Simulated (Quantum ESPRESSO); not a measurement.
# MoS2: which shell does photoemission see at 21.2 and 100 eV? (LDA)

The valence band of MoS2 mixes several shells. Work out by hand which one leads the spectrum's area at each photon energy.

Filled states come from the projected DOS of Quantum ESPRESSO 7.5 (LDA, plane waves); cross sections σ and asymmetry parameters β are those of free atoms in a Dirac–Hartree–Slater calculation. A shell's area is states × σ × angular factor, which is 1 − β·P₂(cos θ)/2 for unpolarised light, with θ = 54.7° from the beam and P₂ = 0.001.

**At 21.2 eV** (states counted from 11.2 eV below the zero; other shells add 0.053 to the products' sum of 32.1):

```
shell  filled states a cell  cross section (Mb an electron)     β  angular factor  product  share by hand (%)  share in the simulated spectrum (%)
Mo 4d                  4.66                            5.02  0.32            1.00     23.4                 73                                   73
 S 3s                  0.41                               0  0.00            1.00        0                  0                                    0
 S 3p                  8.00                            1.08  1.85            1.00     8.63                 27                                   27
```

**At 100 eV** (states counted from 16.8 eV below the zero; other shells add 0.0099 to the products' sum of 1.5):

```
shell  filled states a cell  cross section (Mb an electron)      β  angular factor  product  share by hand (%)  share in the simulated spectrum (%)
Mo 4d                  5.01                           0.021  -0.79            1.00    0.105                  7                                    7
 S 3s                  3.07                           0.117   2.00            1.00    0.358                 24                                   24
 S 3p                  8.06                           0.128   1.47            1.00     1.03                 69                                   69
```

Mo 4d leads at 21.2 eV and S 3p at 100 eV. Between the two energies σ of Mo 4d changes by a factor 0.0042 and that of S 3p by 0.12, so their ratio moves 28-fold in favour of the second. The simulated spectrum uses the same rule on the energy-resolved DOS, so the two share columns agree within a few points.

Only crystals where the two columns agree within 4 points and the lead is clear are worked in this form. Free-atom cross sections ignore the solid's final states, no escape depth or background enters, and the count of states a shell hangs on the projection.

[Logs are printed without paths, hosts, clocks, repeated set-up lines and the standing remarks that a program may print on its own settings, such as how far it seeks lower states.]
